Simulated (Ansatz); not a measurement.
# 1T-CdBrI monolayer in a perpendicular field

What dipole does a perpendicular field induce in the 1T-CdBrI monolayer, and does the gap follow? A positive field points along +c.

Program: Ansatz 0.2.0. Level of theory: plane-wave DFT, PBE-D3(BJ), Ansatz PAW. Results are calculated unless marked as measured.

Report form: the programs' logs are mostly left out.

### 1. Set-up

The cell holds 3 atoms: 1 I, 1 Cd and 1 Br. Its edges and angles: a = 4.200 Å, b = 4.200 Å, c = 35.560 Å, α = 90.0°, β = 90.0°, γ = 120.0°. Vacuum lies along c.

### 2. Relaxation

The starting cell is a guess, so the in-plane lattice and the atoms are relaxed first, with the slab cut off from its images along the normal.

File input.yaml:

```yaml
crystal:
  lattice:
    - [4.2, 0.0, 0.0]
    - [-2.1, 3.6373066959, 0.0]
    - [0.0, 0.0, 35.5597564834]
  atoms:
    - { symbol: I, position: [0.6666666667, 0.3333333333, 0.4682259286] }
    - { symbol: Cd, position: [0.0, 0.0, 0.5063438639] }
    - { symbol: Br, position: [0.3333333333, 0.6666666667, 0.5317740714] }
  periodic: [true, true, false]
kpoints:
  mp_grid: { grid: [12, 12, 1] }
hamiltonian:
  xc: pbe
  dispersion: d3bj
scf:
  occupations: { method: fermi_dirac, width: 0.05 }
  convergence: { dr2_threshold: 1.0e-09 }
relax:
  f_tol: 0.004
  max_steps: 90
  cell: {}
output:
  write_potential: true
  write_density: true
  volumetric_format: npy
```

The run is started by

```bash
> ansatz run input.yaml --threads 2 --pin off --max-ram 3072MiB --backend cpu --events-out ev --progress --plain --runs-dir out
```

It took 1.7 min on 2 threads of Arm Neoverse V2, shared host; peak memory 0.77 GiB; 3.3 min of CPU time.

The steps of the relaxation:

```csv
step,energy less that of the first step (eV),largest force component (eV/Å),volume (Å³)
1,0.0000,3.3434,543.24
2,-1.0191,1.8675,550.82
3,-1.4221,0.6951,549.26
4,-1.4832,0.3117,541.56
5,-1.5038,0.0718,537.84
6,-1.5076,0.0332,532.19
7,-1.5091,0.0196,526.82
8,-1.5092,0.0018,525.92
9*,-1.5086,0.0019,525.92
```

Relaxation steps marked * repeat the geometry before them on a plane-wave basis chosen anew for their cell, so energy and pressure can jump there.

Forces are held to the 6 operations that the run works with; a distortion that breaks them can't arise in this run.

```csv
cell as run,before,after,change
a (Å),4.200,4.133,-1.6 %
b (Å),4.200,4.133,-1.6 %
```

The atoms that moved most (Å, along periodic axes as changes of fractional coordinates times the final cell, across vacuum about the mean position):

```csv
atom,dx,dy,dz,length
Br3,0.000,0.000,0.558,0.558
I1,0.000,0.000,-0.491,0.491
Cd2,0.000,0.000,-0.067,0.067
```

The relaxed structure:

```xyz
3
Lattice="4.1325 0.0000 0.0000 -2.0663 3.5789 0.0000 0.0000 0.0000 35.5598" Properties=species:S:1:pos:R:3
I     2.0663    1.1930   16.1587
Cd    0.0000    0.0000   17.9385
Br    0.0000    2.3859   19.4680
```

This step gave:

```yaml
gap_on_the_k_mesh: 2.580 eV
```

The lattice constant a goes from 4.200 to 4.133 Å.

### 3. Single point, field 0

A sawtooth potential applies the field, turning back in the middle of the vacuum. With the dipole correction the typed value is the field outside the slab. The induced dipole is small, so the SCF threshold is tight.

The cell differs from the one that the last finished run ended in (c 35.560 → 21.309 Å).

File input.yaml:

```yaml
crystal:
  lattice:
    - [4.1325368084, 0.0, 0.0]
    - [-2.0662684042, 3.5788818581, 0.0]
    - [0.0, 0.0, 21.3093232848]
  atoms:
    - { symbol: I, position: [0.6666666667, 0.3333333333, 0.4223503431] }
    - { symbol: Cd, position: [0.0, 0.0, 0.5058754302] }
    - { symbol: Br, position: [0.3333333333, 0.6666666667, 0.5776496569] }
kpoints:
  mp_grid: { grid: [12, 12, 1] }
  band_path:
    path: [[0, 0, 0], [0.5, 0, 0], [0.33333333, 0.33333333, 0], [0, 0, 0]]
    npoints: 16
hamiltonian:
  xc: pbe
  dispersion: d3bj
scf:
  occupations: { method: fermi_dirac, width: 0.02585 }
  convergence: { dr2_threshold: 1.0e-10 }
efield:
  axis: 3
  dipole_correction: true
  ramp_position: 0.97
  ramp_width: 0.06
  amplitude: 0
output:
  dos: { projected: true, e_range: [-6, 5] }
  write_potential: true
  write_density: true
  volumetric_format: npy
  elf: true
```

Run time: 14 s. Hardware: 2 threads; peak memory 0.61 GiB.

This step gave:

```
dipole along the normal            : -0.02517 e·Å
gap along the path                 : 2.580 eV
smallest direct gap along the path : 2.580 eV
step between the vacuum levels     : 0.3079 eV
ionisation energy, upper face      : 6.469 eV
electron affinity, upper face      : 3.890 eV
ionisation energy, lower face      : 6.161 eV
gap, the smaller of path and mesh  : 2.580 eV
```

Running mean over a fixed 2.5 Å (it still follows the layers) of the planar mean; the ramp of the sawtooth is left out. The electron's electrostatic potential energy less the Fermi level by z:

z (Å), electron's electrostatic potential energy less the Fermi level (eV) and a bar from the least value:
```
     2.96       4.86 #############################
     3.40       4.86 #############################
     3.85       4.86 #############################
     4.14       4.86 #############################
     4.59       4.86 #############################
     5.03       4.86 #############################
     5.48       4.86 #############################
     5.92       4.83 #############################
     6.22       4.79 #############################
     6.66       4.58 ############################
     7.10       3.85 ##########################
     7.55       2.72 ######################
     7.99       1.60 ###################
     8.43       0.32 ###############
     8.73      -0.49 #############
     9.17      -1.63 #########
     9.62      -2.50 ######
    10.06      -2.89 #####
    10.51      -3.20 ####
    10.80      -3.60 ###
    11.25      -4.44 
    11.69      -4.60 
    12.13      -3.44 ####
    12.58      -1.98 ########
    12.87      -1.05 ###########
    13.32       0.76 ################
    13.76       2.96 #######################
    14.21       4.52 ############################
    14.65       5.01 ##############################
    15.09       5.13 ##############################
    15.39       5.16 ##############################
    15.83       5.17 ##############################
    16.28       5.17 ##############################
    16.72       5.17 ##############################
    17.17       5.17 ##############################
    17.46       5.17 ##############################
    17.91       5.17 ##############################
    18.35       5.17 ##############################
```

The density of states has structure finer than the step of the table below, so its rows give means over 0.2 eV, whole bins alone (the curve runs from -6 to 3.26 eV). Peaks (eV: height): -5.20: 7.06, -4.87: 5.37, -3.16: 7.79, -2.47: 6.88, -2.22: 11.7, -2.03: 6.87, 1.91: 7.80.

The density of states by energy, zero at the Fermi level of the run, which the smearing sets inside the gap; means over each step:

```csv
energy (eV),density of states (states/eV a cell)
-5.6,0
-5.4,0.0949
-5.2,4.67
-5.0,2.92
-4.8,1.07
-4.6,0
-4.4,1.33
-4.2,2.30
-4.0,2.21
-3.8,2.04
-3.6,2.26
-3.4,3.15
-3.2,5.97
-3.0,3.73
-2.8,2.77
-2.6,2.20
-2.4,2.72
-2.2,6.67
-2.0,4.27
-1.8,3.57
-1.6,2.08
-1.4,1.24
-1.2,0.0167
-1.0,0
-0.8,0
-0.6,0
-0.4,0
-0.2,0
0.0,0
0.2,0
0.4,0
0.6,0
0.8,0
1.0,0
1.2,0.00287
1.4,1.12
1.6,1.84
1.8,3.43
2.0,3.38
2.2,0.00216
2.4,0
```

Projected DOS per atom over height of the atomic layer and energy from the Fermi level. Layers: I Cd Br from below.

Values in states/eV, 22 rows by 3 columns, each cell a mean:
```
0.00 0.00 0.00
0.00 0.00 0.00
0.09 0.21 0.07
0.72 1.90 0.62
0.16 0.47 0.14
0.00 0.00 0.00
0.00 0.00 0.00
0.00 0.00 0.00
0.00 0.00 0.00
0.00 0.00 0.00
0.17 0.00 0.01
1.88 0.05 0.24
3.40 0.15 1.43
1.80 0.08 1.73
0.84 0.05 2.04
1.54 0.06 2.93
0.71 0.04 1.37
1.01 0.03 1.18
0.26 0.00 0.26
0.88 0.98 1.21
0.42 0.58 0.64
0.00 0.00 0.00
```
Columns: height of the atomic layer (Å) from 9 to 12.3 (not evenly spaced); rows upwards: energy from the Fermi level (eV) from -5.96 to 3.22.

Electronic bands along the path, in eV, zero at the Fermi level of the run, which the smearing sets inside the gap:

```csv
point,band 19,band 20,band 21,band 22,band 23,band 24,band 25,band 26
Γ,-2.44,-2.44,-1.30,-1.30,1.28,3.34,4.53,4.84
halfway,-2.79,-2.77,-2.27,-1.55,1.96,3.86,4.96,5.34
M,-3.18,-3.14,-2.07,-1.74,1.32,3.87,5.30,5.47
halfway,-3.57,-3.23,-2.19,-2.04,1.70,4.56,5.28,5.74
K,-3.87,-3.61,-2.38,-2.06,1.93,4.74,5.26,6.36
halfway,-3.33,-2.65,-2.22,-1.85,2.08,4.42,4.74,5.53
Γ,-2.44,-2.44,-1.30,-1.30,1.28,3.34,4.53,4.84
```

ELF in the ca plane at fractional y = 0.000, with atoms of Cd within 0.2 Å of it. It is the smooth field of the valence electrons, not physical close to the nuclei.

Ten even steps from '0' (0.00) to '9' (0.87), each cell a mean:
```
00000000000000001247864100000000000000000000
00000000000001121124542111000000000000000000
00000000000134554212211233310000000000000000
00000000001367887531113577642100000000000000
00000000012578888741025788763100000000000000
00000000013578888751025788764200000000000000
00000000012468888631114677753100000000000000
00000000001246776421111355431000000000000000
00000000000012332123331122100000000000000000
00000000000000011136753100000000000000000000
00000000000000001248974200000000000000000000
```
Columns run along c (16.0 Å, from fractional 0.17 to 0.92 of the cell), rows up along a (4.1 Å). Atoms in or near the plane, at fractional coordinates: Cd at (0.51, 0.00).

Electrostatic potential energy in the ca plane at fractional y = 0.000, with atoms of Cd within 0.2 Å of it. With pseudopotentials it is smooth inside the atoms' cores, unlike the true potential.

Values in eV, 6 rows by 16 columns, each cell a mean:
```
  4   4   4   4   4   3   3   1 -17 -21  -2   3   4   4   4   4
  4   4   4   4   4   3   2   0  -4  -6   0   3   4   4   4   4
  4   4   4   4   4   3   0  -4   1   1  -1   2   4   4   4   4
  4   4   4   4   4   3   1  -3   0   0   0   2   4   4   4   4
  4   4   4   4   4   3   2   1  -8 -11   0   3   4   4   4   4
  4   4   4   4   4   3   3   0 -19 -22  -3   3   4   4   4   4
```
Columns run along c (16.0 Å, from fractional 0.09 to 0.84 of the cell; values clipped at the 3rd and 97th percentile), rows up along a (4.1 Å). Atoms in or near the plane, at fractional coordinates: Cd at (0.51, 0.00).

Valence density in the ca plane at fractional y = 0.000, with atoms of Cd within 0.2 Å of it. It is the smooth field of the valence electrons, not physical close to the nuclei.

Values in e/Å³, 6 rows by 16 columns, each cell a mean:
```
 0  0  0  0  0  0  0  0  4  7  0  0  0  0  0  0
 0  0  0  0  0  0  0  0  0  0  0  0  0  0  0  0
 0  0  0  0  0  0  0  0  0  0  0  0  0  0  0  0
 0  0  0  0  0  0  0  0  0  0  0  0  0  0  0  0
 0  0  0  0  0  0  0  0  1  1  0  0  0  0  0  0
 0  0  0  0  0  0  0  0  6 10  0  0  0  0  0  0
```
Columns run along c (16.0 Å, from fractional 0.09 to 0.84 of the cell), rows up along a (4.1 Å). Atoms in or near the plane, at fractional coordinates: Cd at (0.51, 0.00).

The gap is 2.58 eV, with the valence edge 6.47 eV and the conduction edge 3.89 eV under the upper vacuum level. Spin-orbit coupling, left out in this run, matters for the bands of elements this heavy.

### 4. Single point, field 0.1 V/Å

Edit input.yaml of step 3 so:

```diff
@@ -25,5 +25,4 @@
   ramp_width: 0.06
-  amplitude: 0
+  amplitude: 0.1
 output:
-  dos: { projected: true, e_range: [-6, 5] }
   write_potential: true
@@ -31,2 +30 @@
   volumetric_format: npy
-  elf: true
```

Wall time 14 s (2 threads); peak memory 0.56 GiB.

The dipole is 0.0160 e·Å, 0.0412 e·Å from its value without field, and the gap 2.603 eV.

### 5. Single point, field -0.1 V/Å

Edit input.yaml of step 4 so:

```diff
@@ -25,3 +25,3 @@
   ramp_width: 0.06
-  amplitude: 0.1
+  amplitude: -0.1
 output:
```

It took 14 s on 2 threads; peak memory 0.56 GiB.

The dipole is -0.0663 e·Å, -0.0412 e·Å from its value without field, and the gap 2.555 eV.

### 6. Response, atoms held

This step: plane-wave DFT, PBE-D3(BJ), Ansatz PAW; response to a field along the normal, atoms held (Ansatz 0.2.0).

The dipoles give the slope, and the difference of two potentials shows where the field is screened.

This step gave:

```yaml
equivalent_conductor_thickness_p_eps_0ae: 5.040 Å
distance_between_the_outer_atoms: 3.309 Å
```

Table of dipole of the cell by applied field:

```csv
applied field (V/Å),dipole of the cell (e·Å)
-0.1000,-0.0663
0.0000,-0.0252
0.1000,0.0160
```

Local field over the applied field, running mean. From the potentials at -0.1 and 0.1 V/Å; running mean over 2.5 Å. Local field over applied field against z:

```csv
z (Å),local field over applied field
4.14,0.999
4.44,0.999
4.88,0.996
5.18,0.993
5.62,0.981
5.92,0.966
6.22,0.938
6.66,0.864
6.96,0.789
7.25,0.698
7.70,0.546
7.99,0.441
8.43,0.294
8.73,0.213
9.03,0.156
9.47,0.121
9.77,0.122
10.06,0.128
10.51,0.141
10.80,0.148
11.25,0.162
11.54,0.171
11.84,0.188
12.28,0.245
12.58,0.311
12.87,0.395
13.32,0.540
13.61,0.638
14.06,0.777
14.35,0.854
14.65,0.912
15.09,0.964
15.39,0.981
15.69,0.990
16.13,0.997
16.43,0.998
16.87,0.999
17.17,1.000
```

Electrons, planar mean, per unit field. The induced electron density by z:

```csv
z (Å),induced electron density (e/Å³ per V/Å)
4.14,2.3e-6
4.59,7.0e-6
5.03,2.1e-5
5.48,5.9e-5
5.92,1.6e-4
6.36,4.1e-4
6.81,9.6e-4
7.25,0.00203
7.70,0.00330
8.14,0.00297
8.58,0.00135
9.03,6.5e-4
9.47,-1.0e-4
9.91,-0.00110
10.36,-9.3e-4
10.95,4.4e-4
11.39,9.3e-4
11.84,3.5e-6
12.28,-8.4e-4
12.73,-0.00176
13.17,-0.00335
13.61,-0.00273
14.06,-0.00139
14.50,-5.9e-4
14.95,-2.3e-4
15.39,-8.3e-5
15.83,-2.8e-5
16.28,-9.3e-6
16.72,-3.0e-6
17.17,-9.4e-7
```

The smaller of the gaps on the path and on the k-mesh, counted as 0 under 0.03 eV. The gap by applied field:

```csv
applied field (V/Å),gap (eV)
-0.1000,2.55
0.0000,2.58
0.1000,2.60
```

By hand: between -0.1 and 0.1 V/Å the dipole changes by 0.08239 e·Å, a slope of 0.4119 e·Å²/V. A perfect conductor of thickness t has p = ε₀AEt, so t = 180.95 × 0.4119 / 14.790 = 5.04 Å (e/ε₀ = 180.95 V·Å, A in Å²).

The induced dipole is that of a conductor 5.04 Å thick.

### 7. Outcome

| Item | Value |
| --- | --- |
| gap without field | 2.58 eV |
| ionisation energy, upper face | 6.47 eV |
| electron affinity, upper face | 3.89 eV |
| step between the vacuum levels | 0.308 eV |
| equivalent conductor thickness, atoms held | 5.04 Å |

In words: The induced dipole equals that of a perfect conductor 5.04 Å thick, while the outer atoms lie 3.31 Å apart; an out-of-plane ε follows only once a thickness t is chosen, by 1 − 1/ε = 5.04 Å / t. The two faces differ: the vacuum level above lies 0.31 eV higher than the one below. The gap goes from 2.58 eV to 2.55 eV at -0.1 V/Å. Semilocal functionals give gaps that are too small, and excitons are not included. Spin-orbit coupling is left out, which matters for the bands of elements this heavy.

[Logs are printed without paths, hosts, clocks, repeated set-up lines and the standing remarks that a program may print on its own settings, such as how far it seeks lower states.]

[Hosts, paths, dates, database ids (printed as entryN), source tags and the programs' standing remarks are cut or masked in the printed files.]

[Maps of the electrostatic potential energy from Ansatz leave out the sawtooth potential of an applied field or a dipole correction, so their vacuum need not be flat; planar profiles and work functions include it.]

[The density of states shown here was stored with 400 of the rows of the run's finer table, so its peaks can read low, often by over a quarter, or be missed, and its means over a window can be off by a tenth or more.]
